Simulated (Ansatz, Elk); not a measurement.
# How far do independent atoms describe CdNi2N2?

The structure of CdNi2N2 used here is made up (a known structure type with other elements) and was relaxed beforehand with PBEsol. The aim is the Fourier transform of its all-electron density, F(hkl), set beside the sum over free spherical atoms that refinements use.

Main program and level: Elk 11.2.3 (patched build); DFT, PBE, all-electron APW+lo, Dirac cores, scalar-relativistic bands, static density, no spin.

This account leaves out most program logs.

The structure was built from a prototype and need not be the compound's stable phase.

### Step 1. The starting structure

Symmetry: I4/mmm, No. 139, tetragonal system. Conventional cell: a = 3.780 Å, b = 3.780 Å, c = 9.181 Å, α = 90.00°, β = 90.00°, γ = 90.00°. Nearest to Cd lie 2 N at 2.14 Å. Nearest to Ni lie 4 N at 1.90 Å. Nearest to N lie 4 Ni at 1.90 Å and 1 Cd at 2.14 Å. Farther neighbours and most contacts between anions are not listed.

### Step 2. Ground state and structure factors

An all-electron density is needed, since X-rays see the cores too. Task 0 finds the density and task 195 Fourier-transforms it; tshift is off so that phases refer to the origin typed.

elk.in

```
tasks
  0
  195

xctype
  20

spinpol
  .false.

rgkmax
  7.0

gmaxvr
  14.0

lmaxo
  7

lmaxapw
  8

swidth
  0.002

tshift
  .false.

ramdisk
  .false.

hmaxvr
  5.5

maxscl
  120

epspot
  1e-06

sppath
  './'

avec
  -3.57163205342 3.57163205342 8.67510147166
  3.57163205342 -3.57163205342 8.67510147166
  3.57163205342 3.57163205342 -8.67510147166

atoms
  3
  'Cd.in'
  1
  -0.0000000000 -0.0000000000 0.0000000000   0.000000 0.000000 0.000000
  'Ni.in'
  2
  0.2500000000 0.7500000000 0.5000000000   0.000000 0.000000 0.000000
  0.7500000000 0.2500000000 0.5000000000   0.000000 0.000000 0.000000
  'N.in'
  2
  0.2328466784 0.2328466784 0.0000000000   0.000000 0.000000 0.000000
  0.7671533216 0.7671533216 0.0000000000   0.000000 0.000000 0.000000

ngridk
  8 8 8
```

On the command line:

```sh
$ OMP_NUM_THREADS=4 elk
```

Run time: 47 s. Hardware: 4 threads of Arm Neoverse V2, shared host; peak memory 0.22 GiB.

SFACRHO.OUT:

```text

h k l indices transformed by vhmat matrix:
   1.000000000       0.000000000       0.000000000    
   0.000000000       1.000000000       0.000000000    
   0.000000000       0.000000000       1.000000000    

      h      k      l  multipl.   |H|            Re(F)            Im(F)           |F|

      0      0      0      1   0.0000000       118.00000      0.78391734E-16   118.00000    
      1      1     -1      2  0.72427802      -19.342071     -0.32827239E-13   19.342071    
      0     -1      1      8  0.95122736       43.482770      -0.0000000       43.482770    
      0      0     -1      4   1.2439363       4.1906726     -0.56625425E-14   4.1906726    
      1      2     -2      8   1.3978522       35.306808     -0.26876102E-14   35.306808    
      0      2     -1      8   1.4394292       72.231030      0.70069837E-14   72.231030    
     -2     -2      2      2   1.4485560       88.685729     -0.57015730E-13   88.685729    
      1     -1      1      4   1.7591917       82.350631     -0.54738602E-14   82.350631    
      0      2     -2      8   1.9024547      -10.952234     -0.21884826E-13   10.952234    
     -2     -2      3      8   1.9093696       2.1700355      0.74869141E-14   2.1700355    
     -1      2     -1     16   1.9998972       33.870812      0.76788862E-15   33.870812    
      2      3     -3      8   2.0130339       36.435706      0.57591647E-14   36.435706    
      3      3     -3      2   2.1728341      -8.1340195     -0.21884826E-13   8.1340195    
     -1     -2      3     16   2.2469415       29.490572      0.15357772E-14   29.490572    
      3      1     -3      8   2.2788308       70.644332      0.35514849E-13   70.644332    
      0      0     -2      4   2.4878727       67.375641      0.82119661E-14   67.375641    
      4      2     -3      8   2.5037143       57.637767      0.44153596E-14   57.637767    
     -3      1      1      8   2.5911560      -7.6180788      0.95986078E-16   7.6180788
```

Elk indexes on the primitive cell of elk.in and gives |H| = 4π sin θ/λ in inverse bohr. Below, one row stands for each form hkl of the conventional cell (m members, Friedel mates merged), F is for one primitive cell and the density is static (no thermal factor). Free-atom factors are Waasmaier and Kirfel's, and R is Σm||F|−|F'||/Σm|F|.

```
hkl   m  sin θ/λ (Å⁻¹)  abs F, DFT  neutral atoms   diff.
002   2          0.109      19.342         18.492  +0.850
101   8          0.143      43.483         43.521  -0.038
110   4          0.187       4.191          4.014  +0.177
103   8          0.210      35.307         35.528  -0.221
112   8          0.216      72.231         72.683  -0.452
004   2          0.218      88.686         88.693  -0.007
200   4          0.265      82.351         82.242  +0.108
202   8          0.286      10.952         10.927  +0.025
114   8          0.287       2.170          1.784  +0.386
211  16          0.301      33.871         33.902  -0.031
105   8          0.303      36.436         36.382  +0.054
006   2          0.327       8.134          8.483  -0.349
213  16          0.338      29.491         29.503  -0.013
204   8          0.343      70.644         70.809  -0.165
220   4          0.374      67.376         67.410  -0.034
116   8          0.377      57.638         57.954  -0.316
222   8          0.390       7.618          7.633  -0.015
301   8          0.401      28.976         28.965  +0.012
215  16          0.402      30.852         30.833  +0.019
107   8          0.404      25.168         25.072  +0.095
310   8          0.418       2.049          2.192  -0.143
206   8          0.420       5.755          5.990  -0.234
```

### Step 3. The highest occupied states alone

An energy window below the Fermi level keeps the highest occupied states, to see at which angles they scatter; shallow core shells can lie inside it and anion s states outside. No new self-consistency is needed.

Edit elk.in of step 2 so:

```diff
@@ -1,3 +1,2 @@
 tasks
-  0
   195
@@ -40,2 +39,5 @@
 
+wsfac
+  -0.201150 0.539840
+
 sppath
```

On the command line:

```sh
$ OMP_NUM_THREADS=4 elk
```

The job ended after 7.2 s (4 threads; peak memory 0.17 GiB).

States within 12 eV below the Fermi level hold 38.00 electrons; any levels below the window count with the cores. Their amplitudes can exceed the total, where window and core parts have opposite phase:

```
hkl  sin θ/λ (Å⁻¹)  abs F, window  abs F, all
002          0.109         12.593      19.342
101          0.143          8.133      43.483
110          0.187          2.132       4.191
103          0.210          4.392      35.307
112          0.216         12.579      72.231
004          0.218         18.735      88.686
200          0.265         15.233      82.351
202          0.286          7.120      10.952
114          0.287          2.877       2.170
211          0.301          2.986      33.871
```

### Step 4. Another functional

The difference from free atoms is small, so it is set against the change that PBEsol makes.

Edit elk.in of step 3 so:

```diff
@@ -1,2 +1,3 @@
 tasks
+  0
   195
@@ -4,3 +5,3 @@
 xctype
-  20
+  22
 
@@ -39,5 +40,2 @@
 
-wsfac
-  -0.201150 0.539840
-
 sppath
```

On the command line:

```sh
$ OMP_NUM_THREADS=4 elk
```

It took 48 s on 4 threads; peak memory 0.21 GiB.

Against the first run R = 0.02 %; the largest change is -0.076 at 200.

### Step 5. Basis size

A smaller basis shows how fast F responds to it; the change is likely larger than the basis error of the first run, but doesn't show convergence.

Edit elk.in of step 4 so:

```diff
@@ -5,3 +5,3 @@
 xctype
-  22
+  20
 
@@ -11,3 +11,3 @@
 rgkmax
-  7.0
+  5.5
```

On the command line:

```sh
$ OMP_NUM_THREADS=4 elk
```

It took 37 s on 4 threads; peak memory 0.19 GiB; 2 min of CPU time.

Against the first run R = 0.08 %; the largest change is -0.117 at 200.

### Step 6. Settings against the effect

| run | R against the first run (%) | R against neutral atoms, low angle (%) | wall time |
| --- | --- | --- | --- |
| PBE, rgkmax 7 | 0.00 | 0.63 | 47 s |
| PBEsol | 0.02 | 0.60 | 48 s |
| rgkmax 5.5 | 0.08 | 0.61 | 37 s |

### Step 7. Outcome

| Item | Value |
| --- | --- |
| R against neutral atoms, sin θ/λ < 0.3 Å⁻¹ | 0.63 % |
| R against neutral atoms, 0.3 to 0.82 Å⁻¹ | 0.43 % |

In words: Independent neutral atoms miss the calculated amplitudes by R = 0.63 % below 0.3 Å⁻¹ and 0.43 % from there to 0.82 Å⁻¹; by shells, 0.52 % below 0.15 Å⁻¹ (2 forms), 0.66 % 0.15 to 0.3 (7 forms), 0.25 % 0.3 to 0.45 (17 forms), 0.47 % above 0.45 (93 forms). Bonding, aspherical density and the tables' own atoms all enter these figures, and the runs don't part them. The largest change of an amplitude is +0.85 electrons, at 002. Weak lines can change much in proportion: 118 goes from 1.10 to 1.54. The window's part falls from 38.0 electrons at the origin to at most 3.31 between 0.45 and 0.82 Å⁻¹, where compact states inside the window still scatter. Below 0.3 Å⁻¹ the changes that finished (PBEsol and rgkmax 5.5) move F by R = 0.12 % at most, against the 0.63 % that separates it from free atoms. The k-mesh has no finished test. These runs have no spin, though d or f shells may be open. Part of the difference isn't bonding: the tables are fits to free atoms and ions calculated by other methods than this functional. Thermal motion, anomalous dispersion and extinction are left out.

[Logs are printed without paths, hosts, clocks, repeated set-up lines and the standing remarks that a program may print on its own settings, such as how far it seeks lower states.]

[Hosts, paths, dates, database ids (printed as entryN), source tags and the programs' standing remarks are cut or masked in the printed files.]
